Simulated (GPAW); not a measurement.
# Dielectric function and optical constants of LiF (Griceite)

Wanted: where LiF (Griceite) starts to absorb, how strongly, and its refractive index.

Method: DFT, PBE, plane-wave PAW (GPAW data sets), scalar-relativistic, RPA, optical limit, in GPAW 26.7.0.

### 1. The starting structure

Symmetry: Fm-3m, No. 225, cubic system. The conventional cell has a = 4.028 Å, b = 4.028 Å, c = 4.028 Å, α = 90.00°, β = 90.00°, γ = 90.00°. Nearest to F lie 6 Li at 2.01 Å. Nearest to Li lie 6 F at 2.01 Å. Farther neighbours and most contacts between anions are not listed.

Structure file:

```cif
data_structure
_symmetry_space_group_name_H-M 'Fm-3m'
_symmetry_Int_Tables_number 225
_cell_length_a 4.0280
_cell_length_b 4.0280
_cell_length_c 4.0280
_cell_angle_alpha 90.000
_cell_angle_beta 90.000
_cell_angle_gamma 90.000
_cell_volume 65.35
loop_
_atom_site_label
_atom_site_type_symbol
_atom_site_symmetry_multiplicity
_atom_site_Wyckoff_symbol
_atom_site_fract_x
_atom_site_fract_y
_atom_site_fract_z
_atom_site_occupancy
F1 F 4 b 0.50000 0.00000 0.00000 1
Li1 Li 4 a 0.00000 0.00000 0.00000 1
```

### 2. Ground state

First the ground state: is it a metal or has it a gap?

This step: DFT, PBE, plane-wave PAW (GPAW data sets), scalar-relativistic, ground state (GPAW 26.7.0).

gs.py

```python
from ase import Atoms
from ase.dft.bandgap import bandgap
from gpaw import GPAW, PW, FermiDirac

atoms = Atoms(['F', 'Li'],
              cell=[[0.000000000000, 2.014000000000, 2.014000000000],
                    [2.014000000000, 0.000000000000, 2.014000000000],
                    [2.014000000000, 2.014000000000, 0.000000000000]],
              scaled_positions=[[0.500000000000, 0.500000000000, 0.500000000000],
                                [0.000000000000, 0.000000000000, 0.000000000000]],
              pbc=[True, True, True])
atoms.calc = GPAW(mode=PW(500), xc='PBE', kpts={'size': (10, 10, 10), 'gamma': True},
                  occupations=FermiDirac(0.05), maxiter=150, txt='gs.txt')
print('energy (eV)', atoms.get_potential_energy())
print('Fermi level (eV)', atoms.calc.get_fermi_level())
print('valence electrons', atoms.calc.get_number_of_electrons())
print('gap (eV)', bandgap(atoms.calc, output=None)[0])
print('direct gap (eV)', bandgap(atoms.calc, direct=True, output=None)[0])
atoms.calc.write('gs.gpw')
```

Started as:

```sh
$ OMP_NUM_THREADS=1 python gs.py
```

Numbers of over 12 decimals in the logs are rounded to 6 here.

What it wrote:

```text
__  _  _
 | _ |_)|_||  |
 |__||  | ||/\| - 26.7.0

Versions:
  Python: 3.12.14
  ASE:    3.29.0
  Numpy:  2.5.5
  Scipy:  1.18.1
  Libxc:  7.0.0

Input parameters:
  mode=PW(ecut=500.0),
  kpts=MonkhorstPack(size=(10, 10, 10), gamma=True),
  maxiter=150,
  occupations=Occupations(name='fermi-dirac', width=0.05, fixmagmom=False),
  xc=XC(name='PBE')

Diagonalizing LCAO Hamiltonian
Converting LCAO to pw mode

              F

       Li

Atoms  # Å, Bohr magnetons
|   | symbol |        x |        y |        z |    initial magnetic moments |
| 0 |      F | 2.014000 | 2.014000 | 2.014000 | ( 0.0000,  0.0000,  0.0000) |
| 1 |     Li | 0.000000 | 0.000000 | 0.000000 | ( 0.0000,  0.0000,  0.0000) |

Unit cell  # Å
| periodic |        x |        y |        z |  lengths |    angles |
|      yes | 0.000000 | 2.014000 | 2.014000 | 2.848226 | 60.000000 |
|      yes | 2.014000 | 0.000000 | 2.014000 | 2.848226 | 60.000000 |
|      yes | 2.014000 | 2.014000 | 0.000000 | 2.848226 | 60.000000 |

Number of symmetries: 48
Symmetry operations  # r_c * U_cc + t_c -> r_c
|    | kind |            matrix            |
|  0 |  σ   |  1, 0, 0,  1, 0,-1,  1,-1, 0 |
|  1 |  C2  |  1, 0, 0,  1,-1, 0,  1, 0,-1 |
|  2 |  E   |  1, 0, 0,  0, 1, 0,  0, 0, 1 |
|  3 |  σ   |  1, 0, 0,  0, 0, 1,  0, 1, 0 |
|  4 |  C4  |  1, 0,-1,  1, 0, 0,  1,-1, 0 |
|  5 |  S6  |  1, 0,-1,  1,-1, 0,  1, 0, 0 |
|  6 |  σ   |  1, 0,-1,  0, 1,-1,  0, 0,-1 |
|  7 |  C3  |  1, 0,-1,  0, 0,-1,  0, 1,-1 |
|  8 |  S6  |  1,-1, 0,  1, 0, 0,  1, 0,-1 |
|  9 |  C4  |  1,-1, 0,  1, 0,-1,  1, 0, 0 |
| 10 |  C3  |  1,-1, 0,  0,-1, 1,  0,-1, 0 |
| 11 |  σ   |  1,-1, 0,  0,-1, 0,  0,-1, 1 |
| 12 |  σ   |  0, 1, 0,  1, 0, 0,  0, 0, 1 |
| 13 |  C4  |  0, 1, 0,  0, 1,-1, -1, 1, 0 |
| 14 |  C3  |  0, 1, 0,  0, 0, 1,  1, 0, 0 |
| 15 |  S6  |  0, 1, 0, -1, 1, 0,  0, 1,-1 |
| 16 |  C2  |  0, 1,-1,  1, 0,-1,  0, 0,-1 |
| 17 |  σ   |  0, 1,-1,  0, 1, 0, -1, 1, 0 |
| 18 |  S4  |  0, 1,-1,  0, 0,-1,  1, 0,-1 |
| 19 |  C4  |  0, 1,-1, -1, 1, 0,  0, 1, 0 |
| 20 |  C3  |  0, 0, 1,  1, 0, 0,  0, 1, 0 |
| 21 |  σ   |  0, 0, 1,  0, 1, 0,  1, 0, 0 |
| 22 |  S6  |  0, 0, 1,  0,-1, 1, -1, 0, 1 |
| 23 |  C4  |  0, 0, 1, -1, 0, 1,  0,-1, 1 |
| 24 |  S4  |  0, 0,-1,  1, 0,-1,  0, 1,-1 |
| 25 |  C3  |  0, 0,-1,  0, 1,-1,  1, 0,-1 |
| 26 |  C2  |  0, 0,-1,  0,-1, 0, -1, 0, 0 |
| 27 |  S6  |  0, 0,-1, -1, 0, 0,  0,-1, 0 |
| 28 |  S4  |  0,-1, 1,  1,-1, 0,  0,-1, 0 |
| 29 |  C4  |  0,-1, 1,  0, 0, 1, -1, 0, 1 |
| 30 |  C2  |  0,-1, 1,  0,-1, 0,  1,-1, 0 |
| 31 |  σ   |  0,-1, 1, -1, 0, 1,  0, 0, 1 |
| 32 |  C3  |  0,-1, 0,  1,-1, 0,  0,-1, 1 |
| 33 |  S6  |  0,-1, 0,  0, 0,-1, -1, 0, 0 |
| 34 |  S4  |  0,-1, 0,  0,-1, 1,  1,-1, 0 |
| 35 |  C2  |  0,-1, 0, -1, 0, 0,  0, 0,-1 |
| 36 |  C2  | -1, 1, 0,  0, 1, 0,  0, 1,-1 |
| 37 |  S6  | -1, 1, 0,  0, 1,-1,  0, 1, 0 |
| 38 |  S4  | -1, 1, 0, -1, 0, 1, -1, 0, 0 |
| 39 |  C3  | -1, 1, 0, -1, 0, 0, -1, 0, 1 |
| 40 |  S6  | -1, 0, 1,  0, 0, 1,  0,-1, 1 |
| 41 |  C2  | -1, 0, 1,  0,-1, 1,  0, 0, 1 |
| 42 |  C3  | -1, 0, 1, -1, 1, 0, -1, 0, 0 |
| 43 |  S4  | -1, 0, 1, -1, 0, 0, -1, 1, 0 |
| 44 |  C2  | -1, 0, 0,  0, 0,-1,  0,-1, 0 |
| 45 |  i   | -1, 0, 0,  0,-1, 0,  0, 0,-1 |
| 46 |  σ   | -1, 0, 0, -1, 1, 0, -1, 0, 1 |
| 47 |  C2  | -1, 0, 0, -1, 0, 1, -1, 1, 0 |

BZ-sampling:
  Number of BZ points: 1000
  Number of IBZ points: 47

  Monkhorst-Pack size: [10, 10, 10]
  Monkhorst-Pack shift: [0.05, 0.05, 0.05]

K-points  # in reciprocal-cell coordinates
|     |                                coordinates |     weight |
|   0 | (  0.00000000,   0.00000000,   0.00000000) | 0.00100000 |
|   1 | (  0.10000000,   0.10000000,   0.00000000) | 0.00600000 |
|   2 | (  0.10000000,   0.10000000,   0.10000000) | 0.00800000 |
|   3 | (  0.20000000,   0.10000000,   0.10000000) | 0.01200000 |
|   4 | (  0.20000000,   0.20000000,   0.00000000) | 0.00600000 |
|   5 | (  0.20000000,   0.20000000,   0.10000000) | 0.02400000 |
|   6 | (  0.20000000,   0.20000000,   0.20000000) | 0.00800000 |
|   7 | (  0.30000000,   0.20000000,   0.10000000) | 0.02400000 |
|   8 | (  0.30000000,   0.20000000,   0.20000000) | 0.02400000 |
|   9 | (  0.30000000,   0.30000000,   0.00000000) | 0.00600000 |
| ... |                                            |            |
|  46 | (  0.50000000,   0.50000000,   0.50000000) | 0.00400000 |

Plane wave coefficients: 424
Cutoff: 500.0 eV

Spin-components: 1 (collinear spins)
Bands:           8
Projectors:      8
Spin-degeneracy: 2
Datatype:        complex128

Parallelization:
  kpt:    1
  domain: 1
  band:   1

Density:
  Valence electrons: 8.0
  Components: 1
  Grid points: [15 15 15]
  Charge: 0.0  # |e|

Potential:
  Grid points: [15 15 15]

species:
  F:
    name:    Fluorine
    id:
    Z:       9.0
    valence: 7
    core:    2
    charge:  0.0  # [|e|]
    compensation charges:
      type: gauss
      rc: 0.20  # [Å]
      lmax: 2
    cutoffs:
      filter: 1.14  # [Å]
      core: 0.74  # [Å]
    projectors
    | kind |    occ | energy [eV] | rcut [Å] |
    |   2s |  2.000 |     -29.898 |    0.635 |
    |   2p |  5.000 |     -11.110 |    0.635 |
    |    s |        |      -2.687 |    0.635 |
    |    p |        |      16.102 |    0.635 |
    |    d |        |       0.000 |    0.635 |

    Using partial waves for F as LCAO basis

  Li:
    name:    Lithium
    id:
    Z:       3.0
    valence: 1
    core:    2
    charge:  0.0  # [|e|]
    compensation charges:
      type: gauss
      rc: 0.33  # [Å]
      lmax: 2
    cutoffs:
      filter: 1.91  # [Å]
      core: 2.55  # [Å]
    projectors
    | kind |    occ | energy [eV] | rcut [Å] |
    |   2s |  1.000 |      -2.874 |    1.058 |
    |   2p |  0.000 |      -1.090 |    1.058 |
    |    s |        |      24.337 |    1.058 |

    Using partial waves for Li as LCAO basis

Reference energy: -2916.868605  # eV

eigensolver:
  PPCG
  Converge bands: occupied
  niter=2

density mixing:
  MSR1-Mixer
  Pratt-step length: 0.05
  Maximum mixing coefficient: 0.75
  Old densities: 10
  SVD Regularization: 0.005
  Good broyden scale: 1.0
  Trust region scale: 1.0
  Backstep threshold: 4.0
  History deletion threshold: 6.0
  Fourier metric: weight=20.0, sigma=0.015

occupation numbers:
  Fermi-Dirac:
    width: 0.0500  # eV

poisson solver:
  ecut: 4000.0  # eV

xc functional:
  name: PBE with 2 nearest neighbor stencil

convergence criteria:
- Maximum [total energy] change in last 3 cyles: 0.0005 eV / valence electron
- Maximum integral of absolute [dens]ity change: 0.0001 electrons / valence electron
- Maximum integral of absolute [eigenst]ate change: 4e-08 eV^2 / valence electron
maximum number of iterations: 150

SCF iterations
|iter     |      energy | eigst |  dens |
|iter:   1||   -9.598777 | -0.64 |       |
|iter:   2||   -9.548057 | -2.80 | -1.08 |
|iter:   3||   -9.409411 | -1.39 | -1.12 |
|iter:   4||   -9.417445 | -3.85 | -1.55 |
|iter:   5||   -9.421328 | -3.68 | -1.86 |
|iter:   6||   -9.421358c| -6.27 | -3.06 |
|iter:   7||   -9.421373c| -6.66 | -3.39 |
|iter:   8||   -9.421374c| -7.82c| -4.87c|

Converged in 8 steps
SCF loop duration: 2.614 s (0.327 s/step)
Energy contributions relative to reference atoms: (reference = -2916.868605)

Energy contributions:
  Kinetic:          11.250670
  Coulomb:         -10.997708
  Zero:              0.240798
  External:          0.000000
  Xc:               -9.915133
  Entropy:          -0.000000
  Spinorbit:         0.000000
  ----------------------------
  Free energy:      -9.421374
  Extrapolated:     -9.421374

dipole moment: (-2.308561, -2.308561, -2.308561)  # |e|*Ang

Fermi level: 2.919
Eigenvalues  # (at kpt = [0.000, 0.000, 0.000])
| band index |      eig [eV] | occ [0-2] |
|          0 |       -20.714 |     2.000 |
|          1 |        -0.676 |     2.000 |
|          2 |        -0.675 |     2.000 |
|          3 |        -0.675 |     2.000 |
|          4 |         8.388 |     0.000 |
|          5 |        23.529 |     0.000 |
|          6 |        23.529 |     0.000 |
|          7 |        23.530 |     0.000 |

Gap: 9.061 eV
Transition (v -> c):
  (s=0, k=3, n=3, [0.20, 0.10, 0.10]) -> (s=0, k=0, n=4, [0.00, 0.00, 0.00])
Direct/indirect transitions are different
Direct gap: 9.063 eV
Transition at: (s=0, k=0, n=3, [0.00, 0.00, 0.00])

--- standard output ---
energy (eV) -9.421374
Fermi level (eV) 2.918536
valence electrons 8.0
gap (eV) 9.060626
direct gap (eV) 9.063349
```

It took 4.4 s on 1 thread of Arm Neoverse V1, shared host; peak memory 0.12 GiB.

Read-outs, printed or worked out from the files:

- energy: -9.421 eV
- Fermi energy: 2.919 eV
- gap on the k-mesh: 9.061 eV
- direct gap on the mesh: 9.063 eV
- electrons: 8

There is a gap, 9.06 eV on this mesh (points off the mesh can give less), so no carriers' term is needed.

### 3. Bands for the response

The response needs many more empty bands than the density does.

This step: DFT, PBE, plane-wave PAW (GPAW data sets), scalar-relativistic, bands at fixed density (GPAW 26.7.0).

nscf.py

```python
from ase.dft.bandgap import bandgap
from gpaw import GPAW, FermiDirac

calc = GPAW('gs.gpw').fixed_density(kpts={'size': (15, 15, 15), 'gamma': True}, nbands=22, convergence={'bands': 16},
                                    occupations=FermiDirac(0.001), txt='nscf.txt')
print('gap (eV)', bandgap(calc, output=None)[0])
print('direct gap (eV)', bandgap(calc, direct=True, output=None)[0])
print('top band over the Fermi level (eV)', min(calc.get_eigenvalues(kpt=k)[15] for k in range(len(calc.get_ibz_k_points()))) - calc.get_fermi_level())
calc.write('full.gpw', mode='all')
```

Started as:

```sh
$ OMP_NUM_THREADS=1 python nscf.py
```

What it wrote:

```text
Diagonalizing LCAO Hamiltonian
Converting LCAO to pw mode
convergence criteria:
- Maximum integral of absolute [eigenst]ate change: 4e-08 eV^2 / valence electron
maximum number of iterations: 150

SCF iterations
|iter     |      energy | eigst |  dens |
|iter:   1||             | +3.06 |       |
|iter:   2||             | +1.31 |       |
|iter:   3||             | -1.24 |       |
|iter:   4||             | -2.95 |       |
|iter:   5||             | -4.81 |       |
|iter:   6||             | -6.23 |       |
|iter:   7||             | -7.58c|       |
SCF steps: 7
  __  _  _
 | _ |_)|_||  |
 |__||  | ||/\| - 26.7.0

Versions:
  Python: 3.12.14
  ASE:    3.29.0
  Numpy:  2.5.5
  Scipy:  1.18.1
  Libxc:  7.0.0

Input parameters:
  mode=PW(ecut=500.0),
  convergence={'bands': 16},
  gpts=array([15, 15, 15]),
  kpts=MonkhorstPack(size=(15, 15, 15), gamma=True),
  maxiter=150,
  nbands=22,
  occupations=Occupations(name='fermi-dirac', width=0.001, fixmagmom=False),
  parallel={},
  xc=XC(name='PBE')

--- standard output ---
gap (eV) 9.061145
direct gap (eV) 9.063349
top band over the Fermi level (eV) 38.405033
```

Elapsed: 16 s, on 1 thread; peak memory 0.15 GiB.

(Continued in part 2 of 2.)

[Machine, clock and banner lines and Python warnings are left out of the logs.]

[Logs are printed without paths, hosts, clocks, repeated set-up lines and the standing remarks that a program may print on its own settings, such as how far it seeks lower states.]

[Hosts, paths, dates, database ids (printed as entryN), source tags and the programs' standing remarks are cut or masked in the printed files.]
